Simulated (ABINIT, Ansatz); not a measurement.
# Au2S (Fm-3m): zone-centre phonons, part 2 of 3

Which modes does Au2S (Fm-3m) have at the zone centre?

ABINIT 10.8.3; DFT LDA, scalar-relativistic, plane waves, PseudoDojo norm-conserving pseudopotentials.

So far. Step 3 (Self-consistent run for the response): The cell stands at -1.0 GPa: the relaxation ran with a smoothed and higher cutoff, and the difference is a stress of the finite basis. Step 4 (Zone-centre response): The acoustic modes at Γ come out as far as 3.6 cm⁻¹ from zero, where they should vanish, a small numerical error. The lowest optical mode is imaginary, 145i cm⁻¹, an instability at this level and on this k mesh. The relaxed cell has a = 6.036 Å (conventional setting).

The structure was built from a prototype and need not be the compound's stable phase.

**5. Modes with the sum rule**

anaddb reads the merged derivatives and imposes the acoustic sum rule.

Input file anaddb.abi:

```
ddb_filepath "gamma_DDB"
output_file "anaddb.abo"
outdata_prefix "anaddb"
asr 1
chneut 1
enunit 2
eivec 1
nph1l 1
qph1l 0.0 0.0 0.0 1.0
```

Input file mrgddb.in:

```
gamma_DDB
merged
2
dfpt_gammao_DDB
gso_DDB
```

On the command line:

```
$ mrgddb < mrgddb.in > mrgddb.log
$ OMP_NUM_THREADS=1 anaddb anaddb.abi > anaddb.log
```

anaddb.abo, the main output file:

```text
-outvars_anaddb: echo values of input variables ----------------------

 Miscellaneous information :
      enunit         2
       eivec         1
         asr         1
 First list of wavevector (reduced coord.) :
       nph1l         1
       qph1l
                     0.00000000E+00  0.00000000E+00  0.00000000E+00    1.000E+00

================================================================================

 read the DDB information and perform some checks

  ==== Info on the Cryst% object ====
 Real(R)+Recip(G) space primitive vectors, cartesian coordinates (Bohr,Bohr^-1):
 R(1)=  0.0000000  5.7035454  5.7035454  G(1)= -0.0876648  0.0876648  0.0876648
 R(2)=  5.7035454  0.0000000  5.7035454  G(2)=  0.0876648 -0.0876648  0.0876648
 R(3)=  5.7035454  5.7035454  0.0000000  G(3)=  0.0876648  0.0876648 -0.0876648
 Unit cell volume ucvol=  3.7107757E+02 bohr^3
 Angles (23,13,12)=  6.00000000E+01  6.00000000E+01  6.00000000E+01 degrees
 Time-reversal symmetry is present
 Reduced atomic positions [iatom, xred, symbol]:
    1)    0.0000000  0.0000000  0.0000000   S
    2)    0.2500000  0.2500000  0.2500000  Au
    3)    0.7500000  0.7500000  0.7500000  Au

 DDB file with 3 blocks has been read.

================================================================================

 Treat the first list of vectors

  Phonon wavevector (reduced coordinates) :  0.00000  0.00000  0.00000
 Phonon energies in Hartree :
  -6.621248E-04 -6.621248E-04 -6.621248E-04  2.485081E-08  2.490594E-08
   2.507059E-08  2.556432E-04  2.556432E-04  2.556432E-04
 Phonon energies in meV     :
- -1.801733E+01 -1.801733E+01 -1.801733E+01  6.762250E-04  6.777252E-04
-  6.822056E-04  6.956405E+00  6.956405E+00  6.956405E+00
 Phonon frequencies in cm-1    :
- -1.453196E+02 -1.453196E+02 -1.453196E+02  5.454122E-03  5.466222E-03
-  5.502359E-03  5.610719E+01  5.610719E+01  5.610719E+01
 Phonon frequencies in Thz     :
- -4.356572E+00 -4.356572E+00 -4.356572E+00  1.635105E-04  1.638732E-04
-  1.649566E-04  1.682051E+00  1.682051E+00  1.682051E+00
 Phonon energies in Kelvin  :
- -2.090825E+02 -2.090825E+02 -2.090825E+02  7.847265E-03  7.864674E-03
-  7.916667E-03  8.072573E+01  8.072573E+01  8.072573E+01

 Eigendisplacements
 (will be given, for each mode : in cartesian coordinates
   for each atom the real part of the displacement vector,
   then the imaginary part of the displacement vector - absolute values smaller than 1.0d-7 are set to zero)
  Mode number    1   Energy   -6.621248E-04
 Attention : low frequency mode.
   (Could be unstable or acoustic mode)
-  1  0.00000000E+00  0.00000000E+00 -3.97740504E-03
-     0.00000000E+00  0.00000000E+00  0.00000000E+00
-  2  0.00000000E+00  0.00000000E+00  3.23805081E-04
-     0.00000000E+00  0.00000000E+00  0.00000000E+00
-  3  0.00000000E+00  0.00000000E+00  3.23805081E-04
-     0.00000000E+00  0.00000000E+00  0.00000000E+00
  Mode number    2   Energy   -6.621248E-04
 Attention : low frequency mode.
   (Could be unstable or acoustic mode)
-  1  0.00000000E+00  3.97740504E-03  0.00000000E+00
-     0.00000000E+00  0.00000000E+00  0.00000000E+00
-  2  0.00000000E+00 -3.23805081E-04  0.00000000E+00
-     0.00000000E+00  0.00000000E+00  0.00000000E+00
-  3  0.00000000E+00 -3.23805081E-04  0.00000000E+00
-     0.00000000E+00  0.00000000E+00  0.00000000E+00
  Mode number    3   Energy   -6.621248E-04
 Attention : low frequency mode.
   (Could be unstable or acoustic mode)
-  1  3.97740504E-03  0.00000000E+00  0.00000000E+00
-     0.00000000E+00  0.00000000E+00  0.00000000E+00
-  2 -3.23805081E-04  0.00000000E+00  0.00000000E+00
-     0.00000000E+00  0.00000000E+00  0.00000000E+00
-  3 -3.23805081E-04  0.00000000E+00  0.00000000E+00
-     0.00000000E+00  0.00000000E+00  0.00000000E+00
  Mode number    4   Energy    2.485081E-08
 Attention : low frequency mode.
   (Could be unstable or acoustic mode)
-  1  0.00000000E+00  0.00000000E+00 -1.13493893E-03
-     0.00000000E+00  0.00000000E+00  0.00000000E+00
-  2  0.00000000E+00  0.00000000E+00 -1.13477821E-03
-     0.00000000E+00  0.00000000E+00  0.00000000E+00
-  3  0.00000000E+00  0.00000000E+00 -1.13477821E-03
-     0.00000000E+00  0.00000000E+00  0.00000000E+00
  Mode number    5   Energy    2.490594E-08
 Attention : low frequency mode.
   (Could be unstable or acoustic mode)
-  1  0.00000000E+00 -1.13493893E-03  0.00000000E+00
-     0.00000000E+00  0.00000000E+00  0.00000000E+00
-  2  0.00000000E+00 -1.13477821E-03  0.00000000E+00
-     0.00000000E+00  0.00000000E+00  0.00000000E+00
-  3  0.00000000E+00 -1.13477821E-03  0.00000000E+00
-     0.00000000E+00  0.00000000E+00  0.00000000E+00
  Mode number    6   Energy    2.507059E-08
 Attention : low frequency mode.
   (Could be unstable or acoustic mode)
-  1  1.13493893E-03  0.00000000E+00  0.00000000E+00
-     0.00000000E+00  0.00000000E+00  0.00000000E+00
-  2  1.13477821E-03  0.00000000E+00  0.00000000E+00
-     0.00000000E+00  0.00000000E+00  0.00000000E+00
-  3  1.13477821E-03  0.00000000E+00  0.00000000E+00
-     0.00000000E+00  0.00000000E+00  0.00000000E+00
  Mode number    7   Energy    2.556432E-04
-  1  0.00000000E+00  0.00000000E+00  0.00000000E+00
-     0.00000000E+00  0.00000000E+00  0.00000000E+00
-  2  0.00000000E+00  0.00000000E+00  1.18007259E-03
-     0.00000000E+00  0.00000000E+00  0.00000000E+00
-  3  0.00000000E+00  0.00000000E+00 -1.18007259E-03
-     0.00000000E+00  0.00000000E+00  0.00000000E+00
  Mode number    8   Energy    2.556432E-04
-  1  0.00000000E+00  0.00000000E+00  0.00000000E+00
-     0.00000000E+00  0.00000000E+00  0.00000000E+00
-  2  0.00000000E+00 -1.18007259E-03  0.00000000E+00
-     0.00000000E+00  0.00000000E+00  0.00000000E+00
-  3  0.00000000E+00  1.18007259E-03  0.00000000E+00
-     0.00000000E+00  0.00000000E+00  0.00000000E+00
  Mode number    9   Energy    2.556432E-04
-  1  0.00000000E+00  0.00000000E+00  0.00000000E+00
-     0.00000000E+00  0.00000000E+00  0.00000000E+00
-  2  1.18007259E-03  0.00000000E+00  0.00000000E+00
-     0.00000000E+00  0.00000000E+00  0.00000000E+00
-  3 -1.18007259E-03  0.00000000E+00  0.00000000E+00
-     0.00000000E+00  0.00000000E+00  0.00000000E+00

 Analysis of degeneracies and characters (maximum tolerance=1.00E-06 a.u.)
 For each vibration mode, or group of modes if degenerate,
 the characters are given for each symmetry operation (see the list in the log file).
 Symmetry characters of vibration mode #   1
       degenerate with vibration modes #   2 to    3
  3.0 -3.0 -1.0  1.0 -1.0  1.0 -1.0  1.0  1.0 -1.0 -1.0  1.0  1.0 -1.0 -1.0  1.0
  0.0 -0.0 -0.0  0.0  0.0 -0.0 -0.0  0.0  1.0 -1.0 -1.0  1.0 -1.0  1.0  1.0 -1.0
  0.0 -0.0  0.0 -0.0 -0.0  0.0 -0.0  0.0  1.0 -1.0  1.0 -1.0 -1.0  1.0 -1.0  1.0
 Symmetry characters of vibration mode #   4
       degenerate with vibration modes #   5 to    6
  3.0 -3.0 -1.0  1.0 -1.0  1.0 -1.0  1.0  1.0 -1.0 -1.0  1.0  1.0 -1.0 -1.0  1.0
 -0.0  0.0  0.0 -0.0 -0.0  0.0  0.0 -0.0  1.0 -1.0 -1.0  1.0 -1.0  1.0  1.0 -1.0
 -0.0  0.0 -0.0  0.0  0.0 -0.0  0.0 -0.0  1.0 -1.0  1.0 -1.0 -1.0  1.0 -1.0  1.0
 Symmetry characters of vibration mode #   7
       degenerate with vibration modes #   8 to    9
  3.0  3.0 -1.0 -1.0 -1.0 -1.0 -1.0 -1.0  1.0  1.0 -1.0 -1.0  1.0  1.0 -1.0 -1.0
 -0.0 -0.0  0.0  0.0 -0.0 -0.0  0.0  0.0  1.0  1.0 -1.0 -1.0 -1.0 -1.0  1.0  1.0
 -0.0 -0.0 -0.0 -0.0  0.0  0.0  0.0  0.0  1.0  1.0  1.0  1.0 -1.0 -1.0 -1.0 -1.0
-
```

The job ended after 0.62 s (1 thread of Intel Xeon 6975P-C (Granite Rapids), shared host).

This step gave:

| Quantity | Value |
| --- | --- |
| highest optical zone-centre mode (no LO-TO term) | 56.11 cm⁻¹ |

No LO-TO term; unit eigenvectors of the mass-weighted matrix, from anaddb's displacements. Modes at Γ, with each element's share of the kinetic energy (negative means imaginary):

| mode | frequency (cm⁻¹) | symmetry | S % | Au % |
| --- | --- | --- | --- | --- |
| 1 | -145.3 | T1u | 92 | 8 |
| 2 | -145.3 | T1u | 92 | 8 |
| 3 | -145.3 | T1u | 92 | 8 |
| 4 | 0.0 | acoustic | 8 | 92 |
| 5 | 0.0 | acoustic | 8 | 92 |
| 6 | 0.0 | acoustic | 8 | 92 |
| 7 | 56.1 | T2g | 0 | 100 |
| 8 | 56.1 | T2g | 0 | 100 |
| 9 | 56.1 | T2g | 0 | 100 |

Displacements in mode 1 (-145.3 cm⁻¹), the largest set to 1:
```
S1   0.00  0.00 -1.00
Au2  0.00  0.00  0.08
Au3  0.00  0.00  0.08
```

Displacements in mode 7 (56.1 cm⁻¹), the largest set to 1:
```
S1   0.00  0.00  0.00
Au2  0.00  0.00  1.00
Au3  0.00  0.00 -1.00
```

The rule moves no optical mode by more than 0.2 cm⁻¹.

**6. Sum rules set otherwise (asr 0)**

Without the rule the raw error of the acoustic modes shows.

Edit anaddb.abi of step 5 so:

```diff
@@ -3,4 +3,4 @@
 outdata_prefix "anaddb"
-asr 1
-chneut 1
+asr 0
+chneut 0
 enunit 2
```

mrgddb.in is that of step 5.

anaddb.abo, the main output file:

```text
-outvars_anaddb: echo values of input variables ----------------------

 Miscellaneous information :
      enunit         2
       eivec         1
      chneut         0
 First list of wavevector (reduced coord.) :
       nph1l         1
       qph1l
                     0.00000000E+00  0.00000000E+00  0.00000000E+00    1.000E+00

================================================================================

 read the DDB information and perform some checks

  ==== Info on the Cryst% object ====
 Real(R)+Recip(G) space primitive vectors, cartesian coordinates (Bohr,Bohr^-1):
 R(1)=  0.0000000  5.7035454  5.7035454  G(1)= -0.0876648  0.0876648  0.0876648
 R(2)=  5.7035454  0.0000000  5.7035454  G(2)=  0.0876648 -0.0876648  0.0876648
 R(3)=  5.7035454  5.7035454  0.0000000  G(3)=  0.0876648  0.0876648 -0.0876648
 Unit cell volume ucvol=  3.7107757E+02 bohr^3
 Angles (23,13,12)=  6.00000000E+01  6.00000000E+01  6.00000000E+01 degrees
 Time-reversal symmetry is present
 Reduced atomic positions [iatom, xred, symbol]:
    1)    0.0000000  0.0000000  0.0000000   S
    2)    0.2500000  0.2500000  0.2500000  Au
    3)    0.7500000  0.7500000  0.7500000  Au

 DDB file with 3 blocks has been read.

================================================================================

 Treat the first list of vectors

  Phonon wavevector (reduced coordinates) :  0.00000  0.00000  0.00000
 Phonon energies in Hartree :
  -6.619184E-04 -6.619184E-04 -6.619184E-04 -1.648386E-05 -1.648386E-05
  -1.648386E-05  2.550163E-04  2.550163E-04  2.550163E-04
 Phonon energies in meV     :
- -1.801172E+01 -1.801172E+01 -1.801172E+01 -4.485487E-01 -4.485487E-01
- -4.485487E-01  6.939347E+00  6.939347E+00  6.939347E+00
 Phonon frequencies in cm-1    :
- -1.452743E+02 -1.452743E+02 -1.452743E+02 -3.617789E+00 -3.617789E+00
- -3.617789E+00  5.596961E+01  5.596961E+01  5.596961E+01
 Phonon frequencies in Thz     :
- -4.355214E+00 -4.355214E+00 -4.355214E+00 -1.084586E-01 -1.084586E-01
- -1.084586E-01  1.677927E+00  1.677927E+00  1.677927E+00
 Phonon energies in Kelvin  :
- -2.090173E+02 -2.090173E+02 -2.090173E+02 -5.205192E+00 -5.205192E+00
- -5.205192E+00  8.052778E+01  8.052778E+01  8.052778E+01

 Eigendisplacements
 (will be given, for each mode : in cartesian coordinates
   for each atom the real part of the displacement vector,
   then the imaginary part of the displacement vector - absolute values smaller than 1.0d-7 are set to zero)
  Mode number    1   Energy   -6.619184E-04
 Attention : low frequency mode.
   (Could be unstable or acoustic mode)
-  1  0.00000000E+00  4.41475582E-07 -3.97696574E-03
-     0.00000000E+00  0.00000000E+00  0.00000000E+00
-  2  0.00000000E+00  0.00000000E+00  3.24243970E-04
-     0.00000000E+00  0.00000000E+00  0.00000000E+00
-  3  0.00000000E+00  0.00000000E+00  3.24243970E-04
-     0.00000000E+00  0.00000000E+00  0.00000000E+00
  Mode number    2   Energy   -6.619184E-04
 Attention : low frequency mode.
   (Could be unstable or acoustic mode)
-  1  0.00000000E+00  3.97696574E-03  4.41476260E-07
-     0.00000000E+00  0.00000000E+00  0.00000000E+00
-  2  0.00000000E+00 -3.24243970E-04  0.00000000E+00
-     0.00000000E+00  0.00000000E+00  0.00000000E+00
-  3  0.00000000E+00 -3.24243970E-04  0.00000000E+00
-     0.00000000E+00  0.00000000E+00  0.00000000E+00
  Mode number    3   Energy   -6.619184E-04
 Attention : low frequency mode.
   (Could be unstable or acoustic mode)
-  1  3.97696577E-03  0.00000000E+00  0.00000000E+00
-     0.00000000E+00  0.00000000E+00  0.00000000E+00
-  2 -3.24243972E-04  0.00000000E+00  0.00000000E+00
-     0.00000000E+00  0.00000000E+00  0.00000000E+00
-  3 -3.24243972E-04  0.00000000E+00  0.00000000E+00
-     0.00000000E+00  0.00000000E+00  0.00000000E+00
  Mode number    4   Energy   -1.648386E-05
 Attention : low frequency mode.
   (Could be unstable or acoustic mode)
-  1  0.00000000E+00  0.00000000E+00 -1.13647724E-03
-     0.00000000E+00  0.00000000E+00  0.00000000E+00
-  2  0.00000000E+00  0.00000000E+00 -1.13465288E-03
-     0.00000000E+00  0.00000000E+00  0.00000000E+00
-  3  0.00000000E+00  0.00000000E+00 -1.13465288E-03
-     0.00000000E+00  0.00000000E+00  0.00000000E+00
  Mode number    5   Energy   -1.648386E-05
 Attention : low frequency mode.
   (Could be unstable or acoustic mode)
-  1  0.00000000E+00 -1.13647724E-03  0.00000000E+00
-     0.00000000E+00  0.00000000E+00  0.00000000E+00
-  2  0.00000000E+00 -1.13465288E-03  0.00000000E+00
-     0.00000000E+00  0.00000000E+00  0.00000000E+00
-  3  0.00000000E+00 -1.13465288E-03  0.00000000E+00
-     0.00000000E+00  0.00000000E+00  0.00000000E+00
  Mode number    6   Energy   -1.648386E-05
 Attention : low frequency mode.
   (Could be unstable or acoustic mode)
-  1  1.13647724E-03  0.00000000E+00  0.00000000E+00
-     0.00000000E+00  0.00000000E+00  0.00000000E+00
-  2  1.13465288E-03  0.00000000E+00  0.00000000E+00
-     0.00000000E+00  0.00000000E+00  0.00000000E+00
-  3  1.13465288E-03  0.00000000E+00  0.00000000E+00
-     0.00000000E+00  0.00000000E+00  0.00000000E+00
  Mode number    7   Energy    2.550163E-04
-  1  0.00000000E+00  0.00000000E+00  0.00000000E+00
-     0.00000000E+00  0.00000000E+00  0.00000000E+00
-  2  0.00000000E+00  0.00000000E+00 -1.18007259E-03
-     0.00000000E+00  0.00000000E+00  0.00000000E+00
-  3  0.00000000E+00  0.00000000E+00  1.18007259E-03
-     0.00000000E+00  0.00000000E+00  0.00000000E+00
  Mode number    8   Energy    2.550163E-04
-  1  0.00000000E+00  0.00000000E+00  0.00000000E+00
-     0.00000000E+00  0.00000000E+00  0.00000000E+00
-  2  0.00000000E+00 -1.18007259E-03  0.00000000E+00
-     0.00000000E+00  0.00000000E+00  0.00000000E+00
-  3  0.00000000E+00  1.18007259E-03  0.00000000E+00
-     0.00000000E+00  0.00000000E+00  0.00000000E+00
  Mode number    9   Energy    2.550163E-04
-  1  0.00000000E+00  0.00000000E+00  0.00000000E+00
-     0.00000000E+00  0.00000000E+00  0.00000000E+00
-  2  1.18007259E-03  0.00000000E+00  0.00000000E+00
-     0.00000000E+00  0.00000000E+00  0.00000000E+00
-  3 -1.18007259E-03  0.00000000E+00  0.00000000E+00
-     0.00000000E+00  0.00000000E+00  0.00000000E+00

 Analysis of degeneracies and characters (maximum tolerance=1.00E-06 a.u.)
 For each vibration mode, or group of modes if degenerate,
 the characters are given for each symmetry operation (see the list in the log file).
 Symmetry characters of vibration mode #   1
       degenerate with vibration modes #   2 to    3
  3.0 -3.0 -1.0  1.0 -1.0  1.0 -1.0  1.0  1.0 -1.0 -1.0  1.0  1.0 -1.0 -1.0  1.0
  0.0 -0.0 -0.0  0.0  0.0 -0.0 -0.0  0.0  1.0 -1.0 -1.0  1.0 -1.0  1.0  1.0 -1.0
  0.0 -0.0  0.0 -0.0 -0.0  0.0 -0.0  0.0  1.0 -1.0  1.0 -1.0 -1.0  1.0 -1.0  1.0
 Symmetry characters of vibration mode #   4
       degenerate with vibration modes #   5 to    6
  3.0 -3.0 -1.0  1.0 -1.0  1.0 -1.0  1.0  1.0 -1.0 -1.0  1.0  1.0 -1.0 -1.0  1.0
  0.0 -0.0 -0.0  0.0  0.0 -0.0 -0.0  0.0  1.0 -1.0 -1.0  1.0 -1.0  1.0  1.0 -1.0
  0.0 -0.0  0.0 -0.0 -0.0  0.0 -0.0  0.0  1.0 -1.0  1.0 -1.0 -1.0  1.0 -1.0  1.0
 Symmetry characters of vibration mode #   7
       degenerate with vibration modes #   8 to    9
  3.0  3.0 -1.0 -1.0 -1.0 -1.0 -1.0 -1.0  1.0  1.0 -1.0 -1.0  1.0  1.0 -1.0 -1.0
 -0.0 -0.0 -0.0 -0.0  0.0  0.0  0.0  0.0  1.0  1.0 -1.0 -1.0 -1.0 -1.0  1.0  1.0
 -0.0 -0.0  0.0  0.0  0.0  0.0  0.0  0.0  1.0  1.0  1.0  1.0 -1.0 -1.0 -1.0 -1.0
-
```

Elapsed: 0.59 s, on 1 thread.

This step gave:

```yaml
highest_optical_zone_centre_mode_no_lo_to_term: 55.97 cm⁻¹
```

Zone-centre frequencies as printed; negative means imaginary. Modes:

| mode | frequency (cm⁻¹) |
| --- | --- |
| 1 | -145.3 |
| 2 | -145.3 |
| 3 | -145.3 |
| 4 | -3.62 |
| 5 | -3.62 |
| 6 | -3.62 |
| 7 | 55.97 |
| 8 | 55.97 |
| 9 | 55.97 |

(Part 2 of 3 ends here.)

[Host names and launcher messages were left out of these logs when they were recorded.]

[Logs are printed without paths, hosts, clocks, repeated set-up lines and the standing remarks that a program may print on its own settings, such as how far it seeks lower states.]

[Hosts, paths, dates, database ids (printed as entryN), source tags and the programs' standing remarks are cut or masked in the printed files.]
